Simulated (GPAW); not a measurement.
# Ballistic transport through a Sn chain with one Pt atom in line, from relaxation to T(E)

How well does a Sn chain with one Pt atom in line conduct once its atoms have relaxed, and how much do cheaper levels lose?

Main program and level: GPAW 26.7.0; GPAW LCAO, PAW setups; relaxation of the junction within the symmetry of its start, lead ends held, in the first sound run; inputs show where later runs differ.

**1. Starting point**

The cell holds 13 atoms: 12 Sn and 1 Pt. Cell: a = 9.000 Å, b = 9.000 Å, c = 35.342 Å, α = 90.0°, β = 90.0°, γ = 90.0°. Regions: left lead, 6 atoms (6 Sn); channel, 1 atom (1 Pt); right lead, 6 atoms (6 Sn). Vacuum lies along a and b. The structure is stacked along c, and the current runs across the ab planes.

**2. Relaxing the atoms**

Transmission follows bond lengths closely, so the atoms between the held lead ends are relaxed first, within whatever symmetry the start has.

Input file run.py:

```python
import json
from ase import Atoms
from ase.constraints import FixAtoms
from ase.optimize import BFGS
from gpaw import GPAW, FermiDirac

device = Atoms(
    ['Sn', 'Sn', 'Sn', 'Sn', 'Sn', 'Sn', 'Pt', 'Sn', 'Sn', 'Sn', 'Sn', 'Sn', 'Sn'],
    positions=[
        [4.50000, 4.50000, 1.37500],
        [4.50000, 4.50000, 4.12500],
        [4.50000, 4.50000, 6.87500],
        [4.50000, 4.50000, 9.62500],
        [4.50000, 4.50000, 12.37500],
        [4.50000, 4.50000, 15.12500],
        [4.50000, 4.50000, 17.67120],
        [4.50000, 4.50000, 20.21740],
        [4.50000, 4.50000, 22.96740],
        [4.50000, 4.50000, 25.71740],
        [4.50000, 4.50000, 28.46740],
        [4.50000, 4.50000, 31.21740],
        [4.50000, 4.50000, 33.96740]],
    cell=[[9.0, 0.0, 0.0], [0.0, 9.0, 0.0], [0.0, 0.0, 35.3424]],
    pbc=True)

device.set_constraint(FixAtoms([0, 1, 2, 3, 4, 8, 9, 10, 11, 12]))
device.calc = GPAW(mode='lcao', basis='dzp', xc='PBE', h=0.18,
                   kpts={'size': (1, 1, 2), 'gamma': True},
                   symmetry={'tolerance': 1e-3, 'extra_ids': [1, 1, 1, 1, 1, 0, 0, 0, 1, 1, 1, 1, 1]},
                   occupations=FermiDirac(0.1), maxiter=250,
                   mixer=dict(beta=0.1, nmaxold=8, weight=100.0),
                   convergence=dict(density=0.0001), txt='relax.txt')
path = []
opt = BFGS(device, maxstep=0.15)
opt.attach(lambda: path.append((device.get_potential_energy(), device.positions.tolist(), device.get_forces().tolist())))
relaxed = bool(opt.run(fmax=0.05, steps=50))
json.dump(dict(relaxed=relaxed, path=path, positions=device.positions.tolist(), moments=device.get_magnetic_moments().tolist(),
               forces=device.get_forces(apply_constraint=False).tolist()), open('result.json', 'w'))
```

Command:

```
> OMP_NUM_THREADS=1 OPENBLAS_NUM_THREADS=1 python run.py
```

Log:

```text
Step          Energy          fmax
BFGS:    0      -31.632656        0.356779
BFGS:    1      -31.635886        0.337205
BFGS:    2      -31.563258        1.162810
BFGS:    3      -31.641063        0.020864
```

It took 3 min on 1 thread of Arm Neoverse V1, shared host; peak memory 1.6 GiB.

Relaxation path:

| step | energy less that of the first step (eV) | largest force (eV/Å) |
| --- | --- | --- |
| 1 | 0.0000 | 0.3568 |
| 2 | -0.0040 | 0.3372 |
| 3 | 0.0570 | 1.1628 |
| 4 | -0.0119 | 0.0209 |

The atoms that moved most (Å):

| atom | dx | dy | dz | length |
| --- | --- | --- | --- | --- |
| Sn8 | 0.000 | 0.000 | -0.025 | 0.025 |
| Sn6 | 0.000 | 0.000 | 0.025 | 0.025 |

The relaxed structure:

```cif
data_structure
_symmetry_space_group_name_H-M 'P 1'
_symmetry_Int_Tables_number 1
_cell_length_a 9.0000
_cell_length_b 9.0000
_cell_length_c 35.3424
_cell_angle_alpha 90.000
_cell_angle_beta 90.000
_cell_angle_gamma 90.000
_cell_volume 2862.73
loop_
_atom_site_label
_atom_site_type_symbol
_atom_site_fract_x
_atom_site_fract_y
_atom_site_fract_z
_atom_site_occupancy
Sn1 Sn 0.50000 0.50000 0.03891 1
Sn2 Sn 0.50000 0.50000 0.11672 1
Sn3 Sn 0.50000 0.50000 0.19453 1
Sn4 Sn 0.50000 0.50000 0.27234 1
Sn5 Sn 0.50000 0.50000 0.35015 1
Sn6 Sn 0.50000 0.50000 0.42866 1
Pt7 Pt 0.50000 0.50000 0.50000 1
Sn8 Sn 0.50000 0.50000 0.57134 1
Sn9 Sn 0.50000 0.50000 0.64985 1
Sn10 Sn 0.50000 0.50000 0.72766 1
Sn11 Sn 0.50000 0.50000 0.80547 1
Sn12 Sn 0.50000 0.50000 0.88328 1
Sn13 Sn 0.50000 0.50000 0.96109 1
```

The relaxation lowered the energy of the cell by 0.0119 eV (energies extrapolated to zero smearing; the optimiser's log prints free energies). The largest force left on a free atom is 0.021 eV/Å.

**3. Double-zeta polarised basis**

Localised orbitals split the wire into layers that couple to their neighbours alone, which is what the Green's function method needs; double zeta with polarisation is the usual level for numbers.

This step: GPAW LCAO, PAW setups; Landauer transmission from Green's functions with principal layers (ASE), zero bias (GPAW 26.7.0).

Input file run.py:

```python
import json
import numpy as np
from ase import Atoms
from ase.transport.calculators import TransportCalculator
from gpaw import GPAW, FermiDirac
from gpaw.lcao.tools import get_lcao_hamiltonian
from scipy.linalg import eigh

# The junction with lead layers at both ends, along the third cell vector
device = Atoms(
    ['Sn', 'Sn', 'Sn', 'Sn', 'Sn', 'Sn', 'Pt', 'Sn', 'Sn', 'Sn', 'Sn', 'Sn', 'Sn'],
    positions=[
        [4.50000, 4.50000, 1.37500],
        [4.50000, 4.50000, 4.12500],
        [4.50000, 4.50000, 6.87500],
        [4.50000, 4.50000, 9.62500],
        [4.50000, 4.50000, 12.37500],
        [4.50000, 4.50000, 15.14983],
        [4.50000, 4.50000, 17.67120],
        [4.50000, 4.50000, 20.19257],
        [4.50000, 4.50000, 22.96740],
        [4.50000, 4.50000, 25.71740],
        [4.50000, 4.50000, 28.46740],
        [4.50000, 4.50000, 31.21740],
        [4.50000, 4.50000, 33.96740]],
    cell=[[9.0, 0.0, 0.0], [0.0, 9.0, 0.0], [0.0, 0.0, 35.3424]],
    pbc=True)

# One principal layer of the lead: the first 3 atoms of the device
lead = Atoms(
    ['Sn', 'Sn', 'Sn'],
    positions=[
        [4.50000, 4.50000, 1.37500],
        [4.50000, 4.50000, 4.12500],
        [4.50000, 4.50000, 6.87500]],
    cell=[[9.0, 0.0, 0.0], [0.0, 9.0, 0.0], [0.0, 0.0, 8.25]],
    pbc=True)

settings = dict(mode='lcao', basis='dzp', xc='PBE', h=0.2,
                occupations=FermiDirac(0.1), maxiter=250,
                mixer=dict(beta=0.1, nmaxold=8, weight=100.0),
                convergence=dict(density=0.0001))
energies = np.arange(-2, 2 + 1e-9, 0.025)
eta = 0.0001
n1, n2 = 1, 1
# k and -k transmit alike, so half of the mesh across the current serves
mesh = [(i, j) for i in range(n1) for j in range(n2) if (i, j) <= (-i % n1, -j % n2)]
weights = np.array([1 if (i, j) == (-i % n1, -j % n2) else 2 for i, j in mesh]) / (n1 * n2)

# [... helper functions left out ...]
fermi_lead = ground_state(lead, (1, 1, 14), 'lead.txt')
fermi_device = ground_state(device, (1, 1, 2), 'device.txt')
# [... loop over the mesh left out, but for ...]
        # Shift the lead onto the potential of the device's first layer
        shift = ((H[:, 0, 0] - H0[:, 0, 0]) / S0[0, 0]).real.mean()
# [...]
kT = 8.617333e-5 * 300
bias = [0.1, 0.2, 0.5, 1.0, 1.5, 2.0]
# [... integrals and printing left out ...]
```

Log:

```text
basis functions: device 303, principal layer 69
Fermi level: lead -2.9469 eV, device -2.9919 eV; lead shifted by 0.0198 eV
largest coupling past the next layer 3.84e-07 eV, largest misfit of the first layer 0.024 eV
  E-E_F (eV)   T (one spin)  [channel counts left out]
    -2.000    9.9158e-01
    -1.975    9.9074e-01
    -1.950    9.8996e-01
    -1.925    9.8923e-01
    -1.900    9.8857e-01
    -1.875    9.8798e-01
    -1.850    9.8746e-01
    -1.825    9.8702e-01
    -1.800    9.8666e-01
    -1.775    9.8638e-01
    -1.750    9.8619e-01
    -1.725    9.8608e-01
    -1.700    9.8606e-01
    -1.675    9.8613e-01
    -1.650    9.8628e-01
    -1.625    9.8653e-01
[...]
1.825    2.3136e+00
     1.850    2.3124e+00
     1.875    2.3109e+00
     1.900    2.3090e+00
     1.925    2.3067e+00
     1.950    2.3039e+00
     1.975    2.3007e+00
     2.000    2.2970e+00
conductance at 300 K: 2.2535 G0 a cell; thermopower -1.823 uV/K
current from the zero-bias T(E) at 0.1 V: 17.443 uA
current from the zero-bias T(E) at 0.2 V: 34.784 uA
current from the zero-bias T(E) at 0.5 V: 85.251 uA
current from the zero-bias T(E) at 1.0 V: 159.92 uA
current from the zero-bias T(E) at 1.5 V: 216.84 uA
current from the zero-bias T(E) at 2.0 V: 273.49 uA
```

Wall time 76 s (1 thread); peak memory 1.2 GiB.

This step gave:

* conductance: 2.253 G₀
* thermopower: -1.823 μV/K
* largest coupling past the next principal layer: 3.84e-7 eV
* largest misfit of the first principal layer: 0.02411 eV
* shift that aligns the lead: 0.01980 eV
* basis functions of the junction: 303
* basis functions of a principal layer: 69
* transmission at the Fermi level (one spin): 2.260

One spin. The transmission, zone mean by energy, zero at the Fermi level:

```
energy (eV)  transmission, zone mean
     -2.000                    0.992
     -1.800                    0.987
     -1.600                    0.987
     -1.400                    0.993
     -1.200                    0.999
     -1.000                    0.947
     -0.800                    0.214
     -0.600                    0.743
     -0.400                     1.52
     -0.200                     2.03
      0.000                     2.26
      0.200                     2.29
      0.400                     2.28
      0.600                     2.30
      0.800                     2.33
      1.000                     2.35
      1.200                     2.33
      1.400                     2.32
      1.475                     2.44
      1.600                     2.32
      1.800                     2.31
      2.000                     2.30
```

Not self-consistent under bias; the bias window is split evenly. Table of current through one cell, from the zero-bias transmission by bias:

```
bias (V)  current through one cell, from the zero-bias transmission (μA)
   0.100                                                            17.4
   0.200                                                            34.8
   0.500                                                            85.3
   1.000                                                             160
   1.500                                                             217
   2.000                                                             273
```

Transmission of the three most open eigenchannels against energy, zero at the Fermi level:

```csv
energy (eV),channel 1,channel 2,channel 3
-2.000,0.992,0,0
-1.900,0.989,0,0
-1.800,0.987,0,0
-1.700,0.986,0,0
-1.600,0.987,0,0
-1.500,0.989,0,0
-1.400,0.993,0,0
-1.300,0.997,0,0
-1.200,0.999,0,0
-1.100,0.992,0,0
-1.000,0.947,0,0
-0.900,0.753,0,0
-0.800,0.214,1.2e-8,1.2e-8
-0.700,0.108,0.108,0.0355
-0.600,0.299,0.222,0.222
-0.500,0.486,0.348,0.348
-0.400,0.591,0.466,0.466
-0.300,0.654,0.575,0.575
-0.200,0.694,0.666,0.666
-0.100,0.728,0.728,0.721
0.000,0.760,0.760,0.740
0.100,0.768,0.768,0.753
0.200,0.763,0.763,0.762
0.300,0.769,0.755,0.755
0.400,0.774,0.751,0.751
0.500,0.778,0.752,0.752
0.600,0.780,0.759,0.759
0.700,0.782,0.768,0.768
0.800,0.783,0.775,0.775
0.900,0.783,0.780,0.780
1.000,0.783,0.781,0.781
1.100,0.783,0.779,0.779
1.200,0.783,0.775,0.775
1.300,0.782,0.771,0.771
1.400,0.781,0.768,0.768
1.500,0.787,0.766,0.766
1.600,0.783,0.766,0.766
1.700,0.783,0.766,0.766
1.800,0.782,0.766,0.766
1.900,0.782,0.763,0.763
2.000,0.782,0.758,0.758
```

Couplings past the next layer reach 3.8e-7 eV, small enough to drop; the matrix elements of the cell's first layer differ from the bulk lead's by up to 0.024 eV. That layer keeps its own values in the calculation, and only beyond it is the lead taken as perfect. The Fermi levels of lead and junction count from different zeros of potential, one for each periodic cell; with both set to zero, the small remaining shift is what aligns them. Without spin-orbit coupling, which is large for these atoms, channel counts and T are those of the scalar-relativistic bands. By hand: G = 2.253 × 77.48 μS = 175 μS, a resistance of 5.73 kΩ; at 0.1 V a linear junction would pass 17.5 μA, and the integral over the bias window gives 17.4 μA. Mott's formula, S = -(π²/3)(k_B²T/e) d ln T/dE, has the prefactor 7.33 μV/K·eV at 300 K; T = 2.245 at -0.025 eV and 2.271 at 0.025 eV give a slope of 0.234 per eV and S = -1.72 μV/K, beside -1.82 μV/K from the thermal integral, which interpolates the same grid.

**4. GPAW, szp: basis = "szp(dzp)"**

One radial function a shell plus polarisation makes the matrices smaller; the question is what that costs.

Changes to run.py since step 3:

```diff
@@ -38,3 +38,3 @@
 
-settings = dict(mode='lcao', basis='dzp', xc='PBE', h=0.2,
+settings = dict(mode='lcao', basis='szp(dzp)', xc='PBE', h=0.2,
                 occupations=FermiDirac(0.1), maxiter=250,
```

Log:

```text
basis functions: device 183, principal layer 42
Fermi level: lead -3.2113 eV, device -3.2168 eV; lead shifted by 0.0119 eV
largest coupling past the next layer 3.63e-07 eV, largest misfit of the first layer 0.022 eV
  E-E_F (eV)   T (one spin)  [channel counts left out]
    -2.000    9.9599e-01
    -1.975    9.9505e-01
    -1.950    9.9409e-01
    -1.925    9.9312e-01
    -1.900    9.9217e-01
    -1.875    9.9123e-01
    -1.850    9.9033e-01
    -1.825    9.8947e-01
    -1.800    9.8867e-01
    -1.775    9.8792e-01
    -1.750    9.8725e-01
    -1.725    9.8664e-01
    -1.700    9.8611e-01
    -1.675    9.8566e-01
    -1.650    9.8529e-01
    -1.625    9.8501e-01
[...]
1.825    2.2669e+00
     1.850    2.2642e+00
     1.875    2.2612e+00
     1.900    2.2579e+00
     1.925    2.2542e+00
     1.950    2.2502e+00
     1.975    2.2457e+00
     2.000    2.2408e+00
conductance at 300 K: 2.2786 G0 a cell; thermopower -1.83 uV/K
current from the zero-bias T(E) at 0.1 V: 17.638 uA
current from the zero-bias T(E) at 0.2 V: 35.175 uA
current from the zero-bias T(E) at 0.5 V: 86.229 uA
current from the zero-bias T(E) at 1.0 V: 161.22 uA
current from the zero-bias T(E) at 1.5 V: 218.07 uA
current from the zero-bias T(E) at 2.0 V: 279.54 uA
```

Run time: 53 s. Hardware: 1 thread; peak memory 1.2 GiB.

This step gave:

| Quantity | Value |
| --- | --- |
| conductance | 2.279 G₀ |
| thermopower | -1.830 μV/K |
| largest coupling past the next principal layer | 3.63e-7 eV |
| largest misfit of the first principal layer | 0.02200 eV |
| shift that aligns the lead | 0.01192 eV |
| basis functions of the junction | 183 |
| basis functions of a principal layer | 42 |
| transmission at the Fermi level (one spin) | 2.285 |

One spin. The transmission, zone mean by energy, zero at the Fermi level:

| energy (eV) | transmission, zone mean |
| --- | --- |
| -2.000 | 0.996 |
| -1.800 | 0.989 |
| -1.600 | 0.985 |
| -1.400 | 0.987 |
| -1.200 | 0.995 |
| -1.000 | 0.994 |
| -0.800 | 0.693 |
| -0.600 | 0.596 |
| -0.400 | 1.51 |
| -0.200 | 2.05 |
| 0.000 | 2.28 |
| 0.200 | 2.32 |
| 0.400 | 2.31 |
| 0.600 | 2.32 |
| 0.800 | 2.34 |
| 0.900 | 2.35 |
| 1.000 | 2.34 |
| 1.200 | 2.32 |
| 1.400 | 2.30 |
| 1.600 | 2.28 |
| 1.800 | 2.27 |
| 2.000 | 2.24 |

Not self-consistent under bias; the bias window is split evenly. Table of current through one cell, from the zero-bias transmission by bias:

```csv
bias (V),"current through one cell, from the zero-bias transmission (μA)"
0.100,17.6
0.200,35.2
0.500,86.2
1.000,161
1.500,218
2.000,280
```

The transmission of the three most open eigenchannels by energy, zero at the Fermi level:

```csv
energy (eV),channel 1,channel 2,channel 3
-2.000,0.996,0,0
-1.900,0.992,0,0
-1.800,0.989,0,0
-1.700,0.986,0,0
-1.600,0.985,0,0
-1.500,0.985,0,0
-1.400,0.987,0,0
-1.300,0.990,0,0
-1.200,0.995,0,0
-1.100,0.999,0,0
-1.000,0.994,0,0
-0.900,0.945,0,0
-0.800,0.693,1.0e-9,1.0e-9
-0.700,0.108,0.108,0.0785
-0.600,0.233,0.233,0.129
-0.500,0.395,0.361,0.361
-0.400,0.544,0.483,0.483
-0.300,0.625,0.595,0.595
-0.200,0.687,0.687,0.673
-0.100,0.749,0.749,0.703
0.000,0.780,0.780,0.724
0.100,0.789,0.789,0.738
0.200,0.785,0.785,0.748
0.300,0.778,0.778,0.755
0.400,0.774,0.774,0.760
0.500,0.774,0.774,0.764
0.600,0.777,0.777,0.767
0.700,0.783,0.783,0.769
0.800,0.787,0.787,0.770
0.900,0.788,0.788,0.771
1.000,0.787,0.787,0.771
1.100,0.782,0.782,0.771
1.200,0.776,0.776,0.772
1.300,0.772,0.770,0.770
1.400,0.773,0.764,0.764
1.500,0.771,0.760,0.760
1.600,0.771,0.756,0.756
1.700,0.771,0.753,0.753
1.800,0.771,0.749,0.749
1.900,0.771,0.744,0.744
2.000,0.771,0.735,0.735
```

The conductance, 2.28 G₀, lies 1.1 % above that of the dzp run.

**5. GPAW, sz: basis = "sz(dzp)"**

The minimal basis is the cheapest rung: no second zeta and no polarisation.

Changes to run.py since step 4:

```diff
@@ -38,3 +38,3 @@
 
-settings = dict(mode='lcao', basis='szp(dzp)', xc='PBE', h=0.2,
+settings = dict(mode='lcao', basis='sz(dzp)', xc='PBE', h=0.2,
                 occupations=FermiDirac(0.1), maxiter=250,
```

Log:

```text
basis functions: device 120, principal layer 27
Fermi level: lead -3.0929 eV, device -3.1068 eV; lead shifted by 0.0301 eV
largest coupling past the next layer 4.07e-07 eV, largest misfit of the first layer 0.038 eV
  E-E_F (eV)   T (one spin)  [channel counts left out]
    -2.000    9.6435e-01
    -1.975    9.6289e-01
    -1.950    9.6154e-01
[...]
1.975    2.2905e+00
     2.000    2.2827e+00
conductance at 300 K: 2.3982 G0 a cell; thermopower -1.611 uV/K
current from the zero-bias T(E) at 0.1 V: 18.567 uA
current from the zero-bias T(E) at 0.2 V: 37.052 uA
current from the zero-bias T(E) at 0.5 V: 91.234 uA
current from the zero-bias T(E) at 1.0 V: 173.5 uA
current from the zero-bias T(E) at 1.5 V: 238.01 uA
current from the zero-bias T(E) at 2.0 V: 301.77 uA
```

It took 39 s on 1 thread; peak memory 1.1 GiB.

Numbers from this step:

| Item | Value |
| --- | --- |
| conductance | 2.398 G₀ |
| thermopower | -1.611 μV/K |
| largest coupling past the next principal layer | 4.07e-7 eV |
| largest misfit of the first principal layer | 0.03837 eV |
| shift that aligns the lead | 0.03008 eV |
| basis functions of the junction | 120 |
| basis functions of a principal layer | 27 |
| transmission at the Fermi level (one spin) | 2.403 |

One spin. Table of transmission, zone mean by energy, zero at the Fermi level:

```csv
energy (eV),"transmission, zone mean"
-2.000,0.964
-1.800,0.956
-1.600,0.955
-1.400,0.963
-1.200,0.981
-1.000,0.998
-0.800,0.650
-0.600,0.992
-0.400,1.77
-0.200,2.20
0.000,2.40
0.200,2.44
0.400,2.44
0.600,2.46
0.800,2.49
0.925,2.49
1.000,2.49
1.200,2.46
1.400,2.41
1.600,2.36
1.800,2.33
2.000,2.28
```

The conductance, 2.40 G₀, lies 6.4 % above that of the dzp run.

**6. RPBE in the dzp basis: xc = "RPBE"**

Back in the dzp basis, the functional changes from PBE to RPBE, to set the spread between functionals beside that between bases.

Changes to run.py since step 5:

```diff
@@ -38,3 +38,3 @@
 
-settings = dict(mode='lcao', basis='sz(dzp)', xc='PBE', h=0.2,
+settings = dict(mode='lcao', basis='dzp', xc='RPBE', h=0.2,
                 occupations=FermiDirac(0.1), maxiter=250,
```

Log:

```text
basis functions: device 303, principal layer 69
Fermi level: lead -2.8478 eV, device -2.8916 eV; lead shifted by 0.0224 eV
largest coupling past the next layer 3.81e-07 eV, largest misfit of the first layer 0.026 eV
  E-E_F (eV)   T (one spin)  [channel counts left out]
    -2.000    9.8872e-01
    -1.975    9.8784e-01
    -1.950    9.8704e-01
[...]
1.975    2.3076e+00
     2.000    2.3042e+00
conductance at 300 K: 2.2408 G0 a cell; thermopower -1.854 uV/K
current from the zero-bias T(E) at 0.1 V: 17.345 uA
current from the zero-bias T(E) at 0.2 V: 34.587 uA
current from the zero-bias T(E) at 0.5 V: 84.759 uA
current from the zero-bias T(E) at 1.0 V: 158.98 uA
current from the zero-bias T(E) at 1.5 V: 215.59 uA
current from the zero-bias T(E) at 2.0 V: 272.31 uA
```

The job ended after 77 s (1 thread; peak memory 1.2 GiB).

This step gave:

```yaml
conductance: 2.241 G₀
thermopower: -1.854 μV/K
largest_coupling_past_the_next_principal_layer: 3.81e-7 eV
largest_misfit_of_the_first_principal_layer: 0.02558 eV
shift_that_aligns_the_lead: 0.02236 eV
basis_functions_of_the_junction: 303
basis_functions_of_a_principal_layer: 69
transmission_at_the_fermi_level_one_spin: 2.247
```

The conductance, 2.24 G₀, lies 0.6 % below that of the dzp run.

[end of part 1 of 2]

[Logs are printed without paths, hosts, clocks, repeated set-up lines and the standing remarks that a program may print on its own settings, such as how far it seeks lower states.]

[Hosts, paths, dates, database ids (printed as entryN), source tags and the programs' standing remarks are cut or masked in the printed files.]
